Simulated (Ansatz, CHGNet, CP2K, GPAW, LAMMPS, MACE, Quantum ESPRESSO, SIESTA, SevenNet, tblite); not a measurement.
# GPAW runs on glassy 69SiO2-19Al2O3-6SrO-6Li2O (mol %) (106 atoms)

Aim: run glassy 69SiO2-19Al2O3-6SrO-6Li2O (mol %) (106 atoms) in GPAW and see how near its forces come to a plane-wave reference, and at what cost.

Main program and level: GPAW 26.7.0; the method is named at each step.

## 1. The structure

The cell holds 106 atoms: 22 Si, 12 Al, 2 Sr, 4 Li and 66 O. Its edges and angles: a = 11.659 Å, b = 11.659 Å, c = 11.659 Å, α = 90.0°, β = 90.0°, γ = 90.0°. 106 atoms (22 Si, 12 Al, 2 Sr, 4 Li, 66 O) placed at random at 2.31 g/cm³, melted at 4000 K for 10 ps at fixed volume with the Morse and Coulomb pair potential with partial charges (Pedone, Malavasi, Menziani, Cormack and Segre, J. Phys. Chem. B 110, 11780 (2006)). Quenched from 4000 K to 300 K at 50 K/ps and fixed volume, held 5 ps.

The yardstick, on the same geometry:

- method: Kohn-Sham DFT, PBE, PAW, plane waves (Ansatz 0.2.0); cutoff 420 eV, Γ point, fermi-dirac smearing of 0.05 eV; PAW set soft_2
- r.m.s. force component: 1.295 eV/Å
- longest force: 5.151 eV/Å
- pressure: 1.596 GPa
- gap (highest filled to lowest empty level): 2.915 eV
- SCF cycles: 9
- time: 11 s on 8 threads of Arm Neoverse V2, shared host
- CPU time: 83 s

## 2. PBE, LCAO dzp, h 0.18 Å

Method: Kohn-Sham DFT, PBE, PAW, atomic orbitals (dzp).

run.py

```python
import numpy as np
from ase.io import read
from gpaw import GPAW, FermiDirac
from ase.parallel import parprint as print

atoms = read("structure.xyz")
atoms.calc = GPAW(
    mode="lcao",
    basis="dzp",
    h=0.18,
    xc="PBE",
    kpts={"size": (1, 1, 1), "gamma": True},
    occupations=FermiDirac(0.05),
    maxiter=200,
    symmetry={"point_group": False},
    txt="gpaw.txt",
)
energy = atoms.get_potential_energy(force_consistent=True)
forces = atoms.get_forces()
print(f"energy {energy:.6f} eV")
print("forces (eV/A)")
for i, (a, f) in enumerate(zip(atoms, forces)):
    print(f"{i:4d} {a.symbol:2s} {f[0]:10.5f} {f[1]:10.5f} {f[2]:10.5f}")
print(f"Fermi level {atoms.calc.get_fermi_level():.4f} eV")
for k in range(len(atoms.calc.get_ibz_k_points())):
    for s in range(atoms.calc.get_number_of_spins()):
        e = atoms.calc.get_eigenvalues(kpt=k, spin=s)
        n = np.searchsorted(e, atoms.calc.get_fermi_level())
        print(f"k {k} spin {s} levels about the Fermi level:", np.round(e[max(n - 6, 0):n], 4).tolist(), "|", np.round(e[n:n + 6], 4).tolist())
```

structure.xyz

```xyz
106
Lattice="11.65850 0.00000 0.00000 0.00000 11.65850 0.00000 0.00000 0.00000 11.65850" Properties=species:S:1:pos:R:3 pbc="T T T"
Si 3.37933 11.50647 8.40520
Si 5.42085 5.58407 4.38733
Si 10.11445 7.02156 6.49402
Si 0.89129 1.33630 7.09373
Si 4.14203 1.51106 4.50554
Si 0.92662 7.33751 10.06746
Si 7.55098 9.68075 2.53491
Si 3.25890 4.75539 2.41587
Si 10.04520 8.29747 1.52167
Si 5.73575 3.32594 0.92953
Si 10.23943 1.03015 9.22397
Si 0.12323 0.23795 4.04678
Si 8.91432 0.75990 2.69941
Si 8.38456 2.74511 7.20425
Si 10.12179 4.06136 4.85367
Si 3.02270 8.27777 7.96380
Si 11.08793 10.14453 10.87260
Si 10.39029 2.57361 0.33017
Si 5.84196 7.19854 7.18933
Si 2.56767 7.53979 1.16911
Si 1.39261 2.18993 1.82351
Si 0.78508 8.85755 3.25389
Al 6.06405 0.49094 6.73430
Al 2.22677 11.62994 11.31364
Al 1.63697 3.62626 5.46049
Al 8.61785 4.23005 1.84647
Al 8.31333 5.64551 8.69922
Al 5.63770 7.66511 1.69363
Al 4.03081 0.58782 1.37419
Al 7.76713 9.45015 5.87740
Al 7.17441 5.66428 11.50426
Al 6.89251 2.94377 3.79403
Al 1.56539 6.99510 5.72887
Al 10.12821 5.75079 11.18610
Sr 4.77544 9.44805 4.79712
Sr 4.97002 9.01179 10.69562
Li 8.02140 6.71809 3.04485
Li 4.80330 1.20887 10.27638
Li 8.54347 0.52603 5.36268
Li 1.52726 4.68532 7.72807
O 9.17944 8.33140 6.06545
O 8.52073 8.37220 2.01937
O 10.29679 7.00349 0.58910
O 4.51137 4.29149 1.46407
O 9.11100 1.58486 8.25025
O 5.09593 1.89019 0.69403
O 11.59484 1.07072 8.38060
O 10.27708 11.14599 9.87405
O 2.96091 2.40480 5.01187
O 2.42520 1.32231 0.91030
O 3.99653 5.17054 3.71253
O 6.32287 8.46978 6.46697
O 0.01795 7.41038 6.37767
O 7.43020 9.62864 4.09913
O 6.28125 7.10679 0.19318
O 5.86458 6.79457 3.30705
[... 46 atom lines left out ...]
O 4.96582 0.27491 8.23545
O 3.82760 0.53338 3.12786
O 10.32500 9.59565 0.56101
O 8.57949 5.68655 10.37863
```

Started as:

```console
$ OMP_NUM_THREADS=1 mpirun -np 2 gpaw python run.py > output.txt
```

Log:

```text
energy -732.379374 eV
forces (eV/A)
   0 Si   -0.38748   -1.05769   -2.78514
   1 Si    1.57838    0.62641   -0.21297
   2 Si    0.13054    0.56675   -2.17320
   3 Si    1.05339   -3.70219   -1.56275
   4 Si   -0.12115   -2.90860   -1.70248
   5 Si   -1.30564    2.76007    0.76397
   6 Si    3.14693   -0.42524   -0.04491
   7 Si    0.72697    0.25349   -3.42661
   8 Si    0.69922    0.25657   -3.03509
   9 Si   -0.96059    2.45537   -0.69864
  10 Si    0.16326   -1.25357    1.18750
  11 Si   -1.80773   -0.85154    0.96727
  12 Si    1.64254   -0.99604    0.09000
  13 Si    1.18146   -0.33830    0.41126
  14 Si    1.69564    3.61410    0.86497
  15 Si   -0.09765    1.75610   -1.89985
  16 Si    1.56883   -1.61375    0.52299
  17 Si   -1.53507   -0.18875    4.88167
  18 Si   -2.36776   -3.10186    1.25130
  19 Si   -3.82730   -0.02919    0.86098
  20 Si    2.18509    0.71916    3.06957
  21 Si    0.51210    0.13057   -0.13065
  22 Al    0.09759    0.84800    0.88500
  23 Al    1.06718    0.62381   -0.14319
[...]
98 O     0.13593   -0.29517   -0.91112
  99 O    -1.00992   -0.57567   -0.42886
 100 O     1.47444    0.14558   -0.33786
 101 O    -1.00431   -2.02981   -0.43839
 102 O     1.05897    0.12696    0.41953
 103 O    -0.33704   -0.93658    0.10176
 104 O    -0.69981    1.58693   -0.82057
 105 O    -0.49340    0.20524    1.10997
Fermi level 3.3299 eV
k 0 spin 0 levels about the Fermi level: [1.1592, 1.2514, 1.5791, 1.8847, 2.008, 2.0802] | [4.8742, 5.7559, 6.2448, 6.3493, 6.488, 6.59]
```

gpaw.txt:

```text
Input parameters:
  mode=LCAO(),
  basis={'default': 'dzp'},
  h=0.18,
  kpts=MonkhorstPack(size=(1, 1, 1), gamma=True),
  maxiter=200,
  occupations=Occupations(name='fermi-dirac', width=0.05, fixmagmom=False),
  symmetry=Symmetry(point_group=False),
  xc=XC(name='PBE')
Unit cell  # Å
| periodic |         x |         y |         z |   lengths |    angles |
|----------|-----------|-----------|-----------|-----------|-----------|
|      yes | 11.658500 |  0.000000 |  0.000000 | 11.658500 | 90.000000 |
|      yes |  0.000000 | 11.658500 |  0.000000 | 11.658500 | 90.000000 |
|      yes |  0.000000 |  0.000000 | 11.658500 | 11.658500 | 90.000000 |
Number of symmetries: 1
Symmetry operations  # r_c * U_cc + t_c -> r_c
|   | kind |            matrix            |
|---|------|------------------------------|
| 0 |  E   |  1, 0, 0,  0, 1, 0,  0, 0, 1 |
BZ-sampling:
  Number of BZ points: 1
  Number of IBZ points: 1
  Monkhorst-Pack size: [1, 1, 1]
  Monkhorst-Pack shift: [0, 0, 0]
[... lines left out ...]
        l=0, rc=2.2969 Bohr: 2s-dz split-valence wave
        l=1, rc=2.8906 Bohr: 2p-dz split-valence wave
        l=2, rc=5.3906 Bohr: d-type Gaussian polarization
      Number of RI-basis functions 0
Reference energy: -561241.595855  # eV
eigensolver:
density mixing:
  MSR1-Mixer
occupation numbers:
  Fermi-Dirac:
    width: 0.0500  # eV
FastPoissonSolver using
    Stencil: 6*3+1=19 point O(h^6) finite-difference Laplacian
xc functional:
  name: PBE with 2 nearest neighbor stencil
interpolation: tri-quintic # 5. degree polynomial
Initialization done in: 6.683 s
convergence criteria:
- Maximum [total energy] change in last 3 cyles: 0.0005 eV / valence electron
- Maximum integral of absolute [dens]ity change: 0.0001 electrons / valence electron
- Maximum integral of absolute [eigenst]ate change: 4e-08 eV^2 / valence electron
maximum number of iterations: 200
SCF iterations
|iter     |      energy | eigst |  dens |
|---------|-------------|-------|-------|
|iter:   1| -802.772852 |      c|       |
|iter:   2| -784.632773 |      c| -0.76 |
|iter:   3| -731.546505 |      c| -0.80 |
|iter:   4| -732.114521 |      c| -1.41 |
|iter:   5| -732.412227 |      c| -1.71 |
|iter:   6| -732.380337 |      c| -2.48 |
|iter:   7| -732.379495c|      c| -3.16 |
|iter:   8| -732.379391c|      c| -3.58 |
|iter:   9| -732.379374c|      c| -4.05c|
Converged in 9 steps
SCF loop duration: 70.217 s (7.802 s/step)
Energy contributions relative to reference atoms: (reference = -561241.595855)
Energy contributions:
  Kinetic:         835.170274
  Coulomb:        -724.798410
  Zero:             11.292980
  External:          0.000000
  Xc:             -854.044219
  Entropy:          -0.000000
  Spinorbit:         0.000000
  ----------------------------
  Free energy:    -732.379374
  Extrapolated:   -732.379374
dipole moment: (-98.089343, -71.426994, 13.095609)  # |e|*Ang
Fermi level: 3.330
Eigenvalues  # (at kpt = [0.000, 0.000, 0.000])
| band index |      eig [eV] | occ [0-2] |
|------------|---------------|-----------|
|          0 |       -33.364 |     2.000 |
|        ... |               |           |
|        264 |         0.986 |     2.000 |
|        265 |         1.098 |     2.000 |
[...]
|        279 |         6.804 |     0.000 |
|        ... |               |           |
|        330 |        10.006 |     0.000 |
Gap: 2.794 eV
Transition (v -> c):
  (s=0, k=0, n=271, [0.00, 0.00, 0.00]) -> (s=0, k=0, n=272, [0.00, 0.00, 0.00])
No difference between direct/indirect transitions
Force computation time: 16.973  # s
```

The job ended after 96 s (2 MPI ranks of Arm Neoverse V2, shared host; peak memory 2.3 GiB; 3.2 min of CPU time).

Banners, paths, timers and routine set-up lines are dropped from the logs unmarked, and long logs keep their key lines alone; longer cuts are marked.

Against the reference:

- r.m.s. force component: 1.516 eV/Å
- r.m.s. difference of force components: 310.7 meV/Å
- longest difference of force vectors: 1068 meV/Å
- force difference over r.m.s. force: 24 %
- slope of forces against the reference's: 1.157
- correlation of force components: 0.9879
- gap (highest filled to lowest empty level): 2.794 eV
- gap difference: -0.1213 eV

Length of the force difference by element (eV/Å):

```
element  atoms  mean  most
     Al     12  0.37  0.71
     Li      4  0.19  0.28
      O     66  0.59   1.1
     Si     22  0.34  0.56
     Sr      2  0.18  0.21
```

Levels nearest the highest filled one (eV from it): -0.92, -0.83, -0.50, -0.20, -0.07, 0.00, 2.79, 3.68, 4.16, 4.27, 4.41, 4.51.

Local excerpt of 11 atoms (numbers count through the whole input) about Sr36, one of the 2 Sr atoms; x, y, z are measured from there.

```
atom      x      y      z  distance (Å)  bonds     Fx     Fy  Fz (eV/Å)
Sr36   0.00   0.00   0.00          0.00      6  -0.16  -0.33       0.09
 O55   1.31  -1.90   1.16          2.59      3  -0.49   1.28      -2.20
 O79  -1.21   1.97   1.20          2.61      3   1.43  -1.95      -0.50
 O57  -0.91  -1.09   2.25          2.66      3   0.36   2.35      -1.33
 O73  -0.48  -1.24  -2.48          2.81      3   5.19  -2.46       1.12
 O72  -1.73   0.81  -2.26          2.96      3   0.01   1.83       1.03
Al28   0.67  -1.35   2.66          3.05      4   2.60  -2.35       2.21
 O88   1.22   0.32   2.83          3.10      3  -3.39   0.29      -1.49
Si16  -1.95  -0.73  -2.73          3.43      4  -0.10   1.76      -1.90
O101  -3.01  -1.57   0.62          3.45      2   1.47   0.15      -0.34
Si20  -2.40  -1.47   2.13          3.53      4  -3.83  -0.03       0.86
```

Atoms are counted from 1 here, from 0 in the log.

Forces lie 24 % from the reference's, at 2.3 times its CPU time (on 2 against 8 cores).

The forces add up to 0.59 eV/Å instead of zero, usually a sign of too coarse a grid.

## 3. PBE, LCAO dzp, h 0.28 Å

Method: Kohn-Sham DFT, PBE, PAW, atomic orbitals (dzp).

Edit run.py of step 2 so:

```diff
@@ -3,3 +3,2 @@
 from gpaw import GPAW, FermiDirac
-from ase.parallel import parprint as print
 
@@ -9,3 +8,3 @@
     basis="dzp",
-    h=0.18,
+    h=0.28,
     xc="PBE",
```

structure.xyz is that of step 2.

Started as:

```console
$ OMP_NUM_THREADS=1 python run.py > output.txt
```

Log:

```text
energy -647.205735 eV
forces (eV/A)
   0 Si   -0.33983   -1.18083   -2.85826
   1 Si    1.54156    0.63862   -0.21999
   2 Si    0.22082    0.48700   -2.06431
   3 Si    1.17762   -3.60684   -1.51957
   4 Si   -0.24881   -2.91260   -1.76357
   5 Si   -1.49178    2.80934    0.73971
   6 Si    3.25355   -0.41444    0.02511
   7 Si    0.74378    0.18084   -3.54112
   8 Si    0.65065    0.23711   -3.19592
   9 Si   -0.83391    2.53090   -0.69504
  10 Si    0.20346   -1.27661    1.28256
  11 Si   -1.77443   -0.87163    0.92605
  12 Si    1.63275   -1.03810    0.10105
  13 Si    1.09835   -0.32578    0.42195
  14 Si    1.75044    3.63105    0.79076
  15 Si   -0.09989    1.82154   -1.91078
  16 Si    1.57065   -1.65520    0.53853
  17 Si   -1.50890   -0.08876    4.95063
  18 Si   -2.39469   -2.97637    1.22808
  19 Si   -3.69382   -0.08772    0.76549
  20 Si    2.13564    0.70528    2.96564
  21 Si    0.55487    0.08489   -0.08703
  22 Al    0.07816    0.84532    0.90051
  23 Al    1.08978    0.64253   -0.10302
[...]
98 O     0.42582   -0.68850    2.37490
  99 O    -4.18379    1.99867    2.83112
 100 O     5.19865    1.30171    2.19641
 101 O    -2.53214    1.20915   -1.14633
 102 O     0.74181    1.31816   -3.05209
 103 O    -2.87160    1.96697    3.28513
 104 O    -2.45312    3.25456    0.80724
 105 O    -1.83104    0.49170    3.27050
Fermi level 3.3917 eV
k 0 spin 0 levels about the Fermi level: [1.1825, 1.2494, 1.5815, 1.909, 1.9993, 2.1131] | [4.8829, 5.7682, 6.2584, 6.3664, 6.4983, 6.6034]
```

gpaw.txt:

```text
Input parameters:
  mode=LCAO(),
  basis={'default': 'dzp'},
  h=0.28,
  kpts=MonkhorstPack(size=(1, 1, 1), gamma=True),
  maxiter=200,
  occupations=Occupations(name='fermi-dirac', width=0.05, fixmagmom=False),
  symmetry=Symmetry(point_group=False),
  xc=XC(name='PBE')
Unit cell  # Å
| periodic |         x |         y |         z |   lengths |    angles |
[... lines left out ...]
  Fermi-Dirac:
[... lines left out ...]
convergence criteria:
- Maximum [total energy] change in last 3 cyles: 0.0005 eV / valence electron
[... lines left out ...]
Converged in 9 steps
[... lines left out ...]
  Free energy:    -647.205735
  Extrapolated:   -647.205735
dipole moment: (-99.251872, -73.199006, 12.502100)  # |e|*Ang
Fermi level: 3.392
Eigenvalues  # (at kpt = [0.000, 0.000, 0.000])
| band index |      eig [eV] | occ [0-2] |
|------------|---------------|-----------|
|          0 |       -33.364 |     2.000 |
|        ... |               |           |
|        264 |         0.999 |     2.000 |
|        265 |         1.103 |     2.000 |
[...]
|        279 |         6.811 |     0.000 |
|        ... |               |           |
|        330 |        10.029 |     0.000 |
Gap: 2.770 eV
Transition (v -> c):
  (s=0, k=0, n=271, [0.00, 0.00, 0.00]) -> (s=0, k=0, n=272, [0.00, 0.00, 0.00])
No difference between direct/indirect transitions
Force computation time: 12.623  # s
timing:  # [seconds]
  Total:  72.140  # ━━━━━━━━━━━━━━━━━━━━━━━━━━━━━━━━━━━━━━━━━━━━━━━━━━━━━━━━━
  Init:    7.806  # ━━━━━━
  SCF:    51.680  # ━━━━━━━━━━━━━━━━━━━━━━━━━━━━━━━━━━━━━━━━━
  Forces: 12.623  # ━━━━━━━━━━
```

Wall time 73 s (1 thread); peak memory 0.75 GiB.

Compared with the plane-wave run:

| Item | Value |
| --- | --- |
| r.m.s. force component | 2.562 eV/Å |
| r.m.s. difference of force components | 2036 meV/Å |
| longest difference of force vectors | 6796 meV/Å |
| force difference over r.m.s. force | 157.3 % |
| slope of forces against the reference's | 1.221 |
| correlation of force components | 0.6174 |
| gap (highest filled to lowest empty level) | 2.77 eV |
| gap difference | -0.1455 eV |
| energy less the same-level run's | 803.5 meV/atom |
| r.m.s. force difference from the same-level run | 2014 meV/Å |

This is a coarse setting, run to see what it loses.

Against the first run (24 %), the force difference from the reference is 157 %, at 0.38 times the CPU time (on 1 against 2 cores): the grid matters here.

The difference per atom is largest on O (4.3 eV/Å on average, against 0.37 on Al). The forces add up to 36 eV/Å instead of zero, usually a sign of too coarse a grid.

## 4. The ladder

Differences are against the plane-wave reference, forces as r.m.s. over components; share is that over the reference's r.m.s. force, slope the least-squares factor from reference forces to these. Total energies of different programs have different zeros and aren't compared.

```
                                  run  Δ force, r.m.s. (meV/Å)  share (%)  slope  Δ gap (eV)  cores  CPU time  memory (GiB)
                            reference                        -          -      -           -      8      83 s           2.0
         GPAW PBE, LCAO dzp, h 0.18 Å                      311       24.0  1.157      -0.121      2   3.2 min           2.3
GPAW PBE, LCAO dzp, h 0.28 Å (coarse)                     2036        157  1.221      -0.145      1      73 s          0.75
```

Rows marked coarse were listed beforehand as settings not expected to be converged; some can still land near the reference.

CPU time is summed over cores on a shared host, where runs went side by side, so it is rough. Symmetry, cutoffs, thresholds, outputs and thread counts weren't matched or tuned between programs; memory under MPI is the largest rank's times the ranks.

Within one program, basis, potentials and functional, energies share a zero. Each run against its twin at the usual cutoff or grid and solver:

```
                         run                twin  Δ energy (meV/atom)  Δ force, r.m.s. (meV/Å)         CPU time over the twin's
GPAW PBE, LCAO dzp, h 0.28 Å  LCAO dzp, h 0.18 Å                  804                     2014  0.38 (this twin ran on 2 cores)
```

## 5. What came out

```json
{
 "nearest in forces": "GPAW PBE, LCAO dzp, h 0.18 Å, 24 %",
 "its CPU time": "3.2 min"
}
```

**Reading.** The PBE run in local orbitals, coarse settings apart, differs by 24 % (GPAW PBE, LCAO dzp, h 0.18 Å); basis, grid and potentials can all enter. Runs with settings chosen to be coarse differ by 157 % (GPAW PBE, LCAO dzp, h 0.28 Å), their programs' other errors included. None of the electronic-structure runs in the table takes under half the reference's CPU time of 83 s; they take 0.88 to 2.3 times as much. GPAW PBE, LCAO dzp, h 0.18 Å stiffens the forces by a factor of 1.16 while following their directions (correlation 0.988). At the same functional, gaps differ from the reference's 2.92 eV by between -0.15 and -0.12 eV. The potentials hold different valence shells: 552 electrons in the reference, 544 in GPAW; this bears on time and differences. The quench rate of 50 K/ps is many orders above laboratory rates, so the cell is likely richer in defects and strain than a real sample. The network of bonds at the start is that of the classical potential that made the cell, and needn't be the one that DFT or experiment would give. The reference's stress is far from hydrostatic: its diagonal is 2.9, -0.3, 2.2 GPa, compression counted positive. The electronic-structure runs sample only Γ, in a cell whose shortest periodic width is 12 Å.

[Also dropped from logs without a mark: logging warnings of Python, and SIESTA's first energy breakdown and zero terms.]

[Logs are printed without paths, hosts, clocks, repeated set-up lines and the standing remarks that a program may print on its own settings, such as how far it seeks lower states.]

[Hosts, paths, dates, database ids (printed as entryN), source tags and the programs' standing remarks are cut or masked in the printed files.]
